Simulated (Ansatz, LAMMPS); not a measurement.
# Glassy 58ZnO-42GeO2 (mol %) (104 atoms): where an added charge goes: runs compared

Aim: add and remove one electron in glassy 58ZnO-42GeO2 (mol %) (104 atoms), with atoms held and relaxed, and read trapping energy and localisation.

Computed with Ansatz 0.2.0: Kohn-Sham DFT, LDA, PAW (set soft_2), plane waves.

## (1) The cell as built

The cell holds 104 atoms: 25 Zn, 18 Ge and 61 O. Cell: a = 11.290 Å, b = 11.290 Å, c = 11.290 Å, α = 90.0°, β = 90.0°, γ = 90.0°. 104 atoms (25 Zn, 18 Ge, 61 O) placed at random at 4.35 g/cm³, melted at 4000 K for 10 ps at fixed volume with the Morse and Coulomb pair potential with partial charges (Pedone, Malavasi, Menziani, Cormack and Segre, J. Phys. Chem. B 110, 11780 (2006)). Quenched from 4000 K to 300 K at 200 K/ps and fixed volume, held 10 ps at zero pressure.

Limits known from the start: The quench rate of 200 K/ps is many orders above laboratory rates, so the cell is likely richer in defects and strain than a real sample. The network of bonds at the start is that of the classical potential that made the cell, and needn't be the one that DFT or experiment would give. Sampling is at Γ alone, for a cell whose shortest periodic width is 11 Å.

## (2) The reference run

The reference is a single point at the end of the relaxation.

The charged cells start from the geometry of this run, on a uniform background, with spin and a narrow Fermi–Dirac smearing.

Its input, with most atom lines left out:

```yaml
crystal:
  lattice:
    - [11.28964, 0.0, 0.0]
    - [0.0, 11.28964, 0.0]
    - [0.0, 0.0, 11.28964]
  atoms:
    - { symbol: Zn, position: [0.28835, 0.80765, 0.12794] }
    - { symbol: Zn, position: [0.86441, 0.56138, 0.04364] }
    - { symbol: Zn, position: [0.26956, 0.41565, 0.67593] }
    - { symbol: Zn, position: [0.29675, 0.9449, 0.87527] }
    - { symbol: Zn, position: [0.96365, 0.48974, 0.75202] }
    - { symbol: Zn, position: [0.39432, 0.2543, 0.50122] }
    - { symbol: Zn, position: [0.71684, 0.94651, 0.77912] }
    [... atom lines 8 to 104 left out ...]
kpoints:
  mp_grid: { grid: [1, 1, 1] }
hamiltonian:
  xc: lda
scf:
  occupations: { method: fixed }
output:
  forces: true
  stress: true
  populations: true
  dos:
    method: { smearing: { sigma: 0.15 } }
    de: 0.1
    projected: { site_lists: { Ge: [Ge], O: [O], Zn: [Zn] } }
  eigenvalues: true
  write_density: true
  write_potential: true
  volumetric_format: npy
```

```
free energy per atom   : -1835.6254 eV/atom
r.m.s. force component : 0.00846 eV/Å
pressure               : -3.287 GPa
```

Filled and empty levels are parted by 1.06 eV (at Γ alone); a local or semilocal functional tends to put such gaps too low. In a disordered cell it changes from sample to sample, and tail or defect levels can set it.

## (3) The runs

Each row is one run, on 4 threads of Intel Xeon Platinum 8375C at 2.90GHz (Ice Lake), shared host. The free energy is the program's total, comparable only between runs with the same functional, potentials and atoms; between charge states it hangs on the program's zero of potential.

| run | atoms | outcome | ionic steps, all passes | free energy (eV) | time | host memory (GiB) |
| --- | --- | --- | --- | --- | --- | --- |
| Single point at the start | 104 | converged | - | -190895.772 | 16 s | 2.2 |
| Relaxation | 104 | converged | 25 | -190905.045 | 4.6 min | 2.2 |
| Single point at the relaxed geometry | 104 | converged | - | -190905.045 | 24 s | 2.3 |
| An extra electron, atoms held | 104 | converged | - | -190898.943 | 67 s | 3.9 |
| An extra electron, atoms relaxed | 104 | converged | 3 | -190898.955 | 93 s | 3.9 |
| An extra electron, levels at the relaxed geometry | 104 | converged | - | -190898.955 | 72 s | 3.9 |
| Neutral at the geometry of the electron | 104 | converged | - | -190905.036 | 23 s | 2.3 |
| An extra hole, atoms held | 104 | converged | - | -190909.776 | 76 s | 3.9 |
| An extra hole, atoms relaxed | 104 | converged | 7 | -190909.958 | 3.6 min | 3.9 |
| An extra hole, levels at the relaxed geometry | 104 | converged | - | -190909.958 | 68 s | 3.9 |
| Neutral at the geometry of the hole | 104 | converged | - | -190904.827 | 24 s | 2.3 |

In some runs the program notes that starting moments were not kept.

Local excerpt of 9 atoms (numbers count through the whole input) about O102, which holds the most spin of the extra hole after relaxation; x, y, z are measured from there.

| atom | x | y | z | distance (Å) | Löwdin charge (e) | moment (μB) |
| --- | --- | --- | --- | --- | --- | --- |
| O102 | 0.00 | 0.00 | 0.00 | 0.00 | -0.91 | 0.18 |
| Ge28 | 0.92 | 1.59 | 0.43 | 1.89 | 1.36 | 0.00 |
| Zn6 | -0.39 | -1.35 | -1.29 | 1.91 | 1.49 | 0.01 |
| Zn3 | -1.77 | 0.46 | 0.72 | 1.96 | 1.56 | 0.10 |
| O71 | -0.69 | 2.05 | 1.08 | 2.41 | -0.89 | 0.14 |
| O53 | 2.38 | 1.19 | -0.49 | 2.70 | -0.93 | 0.03 |
| O103 | -2.38 | -1.40 | 0.62 | 2.83 | -1.16 | 0.07 |
| O57 | 1.76 | 1.02 | 2.02 | 2.86 | -0.80 | 0.00 |
| O90 | 0.88 | -0.79 | -2.61 | 2.87 | -0.96 | 0.01 |

## (4) Energies and spread of the extra charge

Energies are differences within one cell and functional; the shift is the gain plus the neutral cell's energy at the new geometry, that is how much cheaper the vertical process becomes there. The spread is the participation number of the site moments (1/Σw², over the spin inside atomic spheres), with the atom that holds the largest share and the spin that the spheres hold in all.

| carrier | charged less neutral, atoms held (eV) | gain on relaxing (eV) | neutral cell at that geometry, less the reference (eV) | shift of the vertical energy (eV) | spread, atoms held | spread, relaxed |
| --- | --- | --- | --- | --- | --- | --- |
| electron | 6.102 | 0.012 | 0.009 | 0.021 | - | - |
| hole | -4.731 | 0.182 | 0.218 | 0.400 | 15; O102 14 % of 0.92 μB | 10; O102 20 % of 0.92 μB |

## (5) What came out

The extra electron gains 0.012 eV as the atoms relax: so small a gain shows no trapping at this level. The cell with the electron keeps a moment of only 0.00 μB where one unpaired electron should give 1 μB: the carrier is shared between both spins, which can hide trapping. The extra hole gains 0.18 eV as the atoms relax, and its spin goes from about 15 to 10 atoms: a partial localisation as the atoms move, with the largest share on O102. Adding the two vertical energies gives 1.37 eV, against a gap of 1.06 eV in the neutral cell. The zero of the potential cancels in this sum; the excess isn't taken apart here: charging of a small cell, filling of bands on a coarse mesh and the attraction to the background can all enter.

Caveats: Single energies of charged cells hang on the program's zero of potential. In the spin-polarised runs the search for a state of lower energy was switched off. No distortion was seeded, so a trapped state behind a barrier can't be found. Local and local or semilocal functionals favour spread-out charges, so trapping can be missed. The pressure of -3.3 GPa says that the cell would shrink at this level of theory. Charged cells carry a uniform background, with no correction for images.

The DFT runs together took 16 min of wall time.

[Logs are printed without paths, hosts, clocks, repeated set-up lines and the standing remarks that a program may print on its own settings, such as how far it seeks lower states.]

[Hosts, paths, dates, database ids (printed as entryN), source tags and the programs' standing remarks are cut or masked in the printed files.]
